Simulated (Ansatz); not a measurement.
# Mg2C (model cell, started as cuprite): following an unstable mode, part 3 of 3

Which phase does Mg2C (model cell, started as cuprite) fall into along its unstable mode, and how much energy does it gain?

Ansatz 0.2.0; DFT PBE, scalar-relativistic, plane waves, PAW.

So far. Step 4 (The mode frozen in, largest atomic shift 0.14 Å): The run ends at a pressure of -0.64 GPa, with forces up to 0.0091 eV/Å. Step 5 (Energy along the mode, all amplitudes (two of the runs …): The lowest of the steps tried is at 0.14 Å, 0.785 meV/atom below the parent; the bottom of the well need not coincide with a step. The relaxed cell has a = 5.078, c = 3.541 Å (conventional setting).

The structure was built from a prototype and need not be the compound's stable phase.

**7. Modes of the new phase**

A relaxed structure may still be a saddle point, so its zone-centre modes are computed. No field response is asked, since the mesh shows no gap.

input.yaml reads:

```yaml
crystal:
  lattice:
    - [3.5412025265, 0.0, 0.0]
    - [0.0, 5.0775962515, 0.0]
    - [0.0, 0.0, 5.0775962515]
  atoms:
    - { symbol: C, position: [0.1715458311, 0.0, 0.0] }
    - { symbol: C, position: [0.6715458311, 0.5, 0.5] }
    - { symbol: Mg, position: [0.1715442011, 0.3071619378, 0.3071619378] }
    - { symbol: Mg, position: [0.6715442011, 0.8071619378, 0.1928380622] }
    - { symbol: Mg, position: [0.6715442011, 0.1928380622, 0.8071619378] }
    - { symbol: Mg, position: [0.1715442011, 0.6928380622, 0.6928380622] }
kpoints:
  mp_grid: { grid: [6, 6, 6] }
hamiltonian:
  xc: pbe
scf:
  occupations: { method: methfessel_paxton, width: 0.15 }
output:
  eigenvalues: true
phonons:
  method: dfpt
```

Started as:

```
ansatz run input.yaml --threads 8 --pin off --max-ram 14336MiB --backend cpu --events-out ev --progress --plain --runs-dir out
```

Numbers of over 12 decimals in the logs are rounded to 6 here.

The log of the run:

```text
Warning: the atoms were moved onto the symmetric positions of the space group found under crystal.symmetry.tolerance 1.0e-5 (fractional; no operation is sought that the atoms, as they stand in a round, miss by more than twice it, and no atom is moved by as much as it), and the run uses the moved positions. Before a round's move an operation carried an atom to 7.70e-6 Å from where it should land, the largest such dist [...]
Warning: crystal.symmetry: narrowed to the stabiliser of the run's FFT grids — unitary ops 16 → 8. A phonons.method: dfpt run fills in the rows of the dynamical matrix that it does not solve by its symmetry operations, which is exact only for operations that map its FFT grids onto themselves: filled in by any other, the frequencies could depend on the order in which like atoms are typed, or, by more than the grids' own error, on where the crystal sits among the grids' points. Excluded: 8 operations. The run can therefore solve more perturbations, solve them on more k-points, or both, and cost more. [rest of the remark cut]
[...]
Crystal: 6 atoms, lattice volume = 91.299 Å³
Basis set: ecut = 420 eV, 1783 PW (Γ), exchange–correlation on 48×72×72 points (8 copies of the dense FFT grid, shifted against one another)
Bands: 30, of which v1, the nominal top of the filled ones, is band 24 counted from 1 (23 counted from 0)
Symmetry: 16 space group operations
k-points: 112 of 216 (irreducible under 1 space group operation, time reversal used)
[...]
SCF iter   1: F=—  HF=-8195.595115 eV  |F-HF|=—  |Δ(HF+E_count)|=         —  Δρ=2.85e-3  dr2=6.14e-3  ethr=1.77e-3  ⟨swp⟩=5.5  Hψ=14561  notcnv=0
[...]
SCF iter   9: F=-8195.594079 eV  HF=-8195.594079 eV  |F-HF|=0.00e0  |Δ(HF+E_count)|=  2.73e-11  S|Δr|=    0.00e0  Δρ=8.22e-8  dr2=4.66e-12  ethr=1.00e-12  ⟨swp⟩=7.2  Hψ=19158  notcnv=0
SCF 1 converged in 9 iterations: F = -8195.594079 eV  dr2 = 4.66e-12
[...]
DFPT response loops at Γ: preconditioner auto → Kerker (q_TF=auto, 2.451 Å⁻¹) (partly filled bands, converged f_vac=0.000); β = 1.00, the filter's whole step (`scf.mixing.beta` (0.50) is not read by the response loops under this deck's `scf.mixing.preconditioner`; to damp them name `kerker` or `kerker_dos`, under which they read `scf.mixing.beta`, and type it under 1.00, their step now; both keys bind the ground state too); Broyden in place of MSR1
SCF converged after 9 iterations
[...]
Free energy (F): -8195.594079 eV
[...]
Internal energy: -8195.594238 eV  (E = F + TS)
E sigma→0 (E₀):  -8195.594119 eV
Entropy (-TS):   0.000159 eV (0.026 meV/atom)
Fermi energy:    6.629301 eV
[...]
--- Band table (eV; the first three rows and the last of 112) ---
  k-point 0: bands = [... 20 lower, 5.9065, 5.9103, 5.9103, 6.0429, 6.2115, 6.7177, 10.1300, 13.5049, ... 2 higher]
  k-point 1: bands = [... 20 lower, 4.8894, 5.6597, 6.0913, 6.5447, 6.6781, 7.3811, 10.3428, 13.0388, ... 2 higher]
  k-point 2: bands = [... 20 lower, 4.0837, 5.1020, 6.2221, 6.5640, 7.8530, 8.6159, 10.8527, 11.9310, ... 2 higher]
  k-point 111: bands = [... 20 lower, 4.2130, 4.2130, 4.2311, 4.2311, 9.9291, 9.9291, 10.3301, 10.3301, ... 2 higher]
--- Phonons (Γ-DFPT): 4 representative perturbations + reference, on 112 of 216 k-points (Σ response iterations 12) ---
  ASR residual: 3.774e-5 → 0.000e0 eV/Å²; symmetrization residual: 1.790e-6 eV/Å²
  The last average, over the group as it would stand without the narrowing to the FFT grids, took up to 1.593e-6 eV/Å² of the zone centre's force constants
  ASR residual per site (eV/Å²): 1.54e-5 1.54e-5 3.77e-5 3.77e-5 3.77e-5 3.77e-5
[...]
non-analytic LO–TO correction: not included (Born effective charges unavailable; polar crystals: no LO–TO splitting at Γ)
```

Elapsed: 19 s, on 8 threads of Arm Neoverse V1, shared host; peak memory 1.1 GiB; 2.3 min of CPU time.

Numbers from this step:

| Quantity | Value |
| --- | --- |
| sum-rule residual before enforcement | 3.77e-5 eV/Å² |
| point group | 4/mmm |
| highest optical mode at the zone centre (no LO-TO term) | 520.1 cm⁻¹ |
| lowest optical zone-centre mode | 102.7 cm⁻¹ |

Patterns of degenerate modes are one choice out of their space. Modes at Γ, with each element's share of the kinetic energy:

```
mode  frequency (cm⁻¹)  symmetry  C %  Mg %
   1               0.0  acoustic   20    80
   2               0.0  acoustic   20    80
   3               0.0  acoustic   20    80
   4             102.7       B1g    0   100
   5             250.0       B1u   16    84
   6             251.3        Eu   14    86
   7             251.3        Eu   14    86
   8             256.8        Eg    0   100
   9             256.8        Eg    0   100
  10             300.6       A2g    0   100
  11             350.2       A1g    0   100
  12             418.5       B2g    0   100
  13             436.3        Eu   80    20
  14             436.3        Eu   80    20
  15             496.6       A2u   80    20
  16             508.2       B1u   84    16
  17             520.1        Eu   86    14
  18             520.1        Eu   86    14
```

Displacements in mode 4 (102.7 cm⁻¹), the largest set to 1:
```
C1   0.00  0.00  0.00
C2   0.00  0.00  0.00
Mg3  0.00 -1.00  1.00
Mg4  0.00 -1.00 -1.00
Mg5  0.00  1.00  1.00
Mg6  0.00  1.00 -1.00
```

Displacements in mode 6 (251.3 cm⁻¹), the largest set to 1:
```
C1   0.00 -0.77  0.87
C2   0.00 -0.25  0.46
Mg3  0.00  1.00 -0.84
Mg4  0.00 -0.75  0.51
Mg5  0.00 -0.75  0.51
Mg6  0.00  1.00 -0.84
```

Before it was imposed, the acoustic sum rule was missed by 3.8e-5 eV/Å². Small misses are needed for a sound result but don't prove that mesh and cutoff are converged. The lowest optical mode is real, 103 cm⁻¹.

**8. Results**

```json
{
 "unstable mode of the parent": "q = (0, 0, 0), 55i cm⁻¹",
 "depth at the lowest point sampled": "0.785 meV/atom",
 "largest atomic shift at that point": "0.14 Å",
 "space group reached (within 0.01 Å)": "P4_2/mnm",
 "energy gained over the parent (first relaxation, on the mesh of the frozen mode)": "395 meV/atom",
 "volume per atom, phase reached": "15.2 Å³",
 "lowest optical zone-centre mode, phase reached": "103 cm⁻¹",
 "highest optical mode at the zone centre (no LO-TO term), phase reached": "520 cm⁻¹"
}
```

What this shows: Along this mode the structure falls into P4_2/mnm, 395 meV/atom below the parent. At the parent's cell the well is 0.785 meV/atom deep on the steps tried, with its lowest point at a shift of 0.14 Å. Relaxing atoms and cell changes the gain by +394.54 meV/atom against the lowest step (energies at zero smearing). Most of the total comes from this relaxation. The new phase has no imaginary mode at the zone centre of its cell; other wavevectors were not checked. How so shallow a well moves with the k mesh was not tested. Of the 5 patterns followed to their end from this parent, this one reaches the lowest energy. Each path keeps the symmetry of its pattern, so a lower phase may lie along a pattern not tried. With no gap, or one that is small against the smearing, the frequencies hang on the k mesh and the smearing, most of all near Kohn anomalies. The volume moved by more than a tenth on the k mesh of the start, so the energy gain is rough. The starting cell was built on a prototype and not taken from a measurement, so the phase need not exist.

[Logs are printed without paths, hosts, clocks, repeated set-up lines and the standing remarks that a program may print on its own settings, such as how far it seeks lower states.]

[Hosts, paths, dates, database ids (printed as entryN), source tags and the programs' standing remarks are cut or masked in the printed files.]
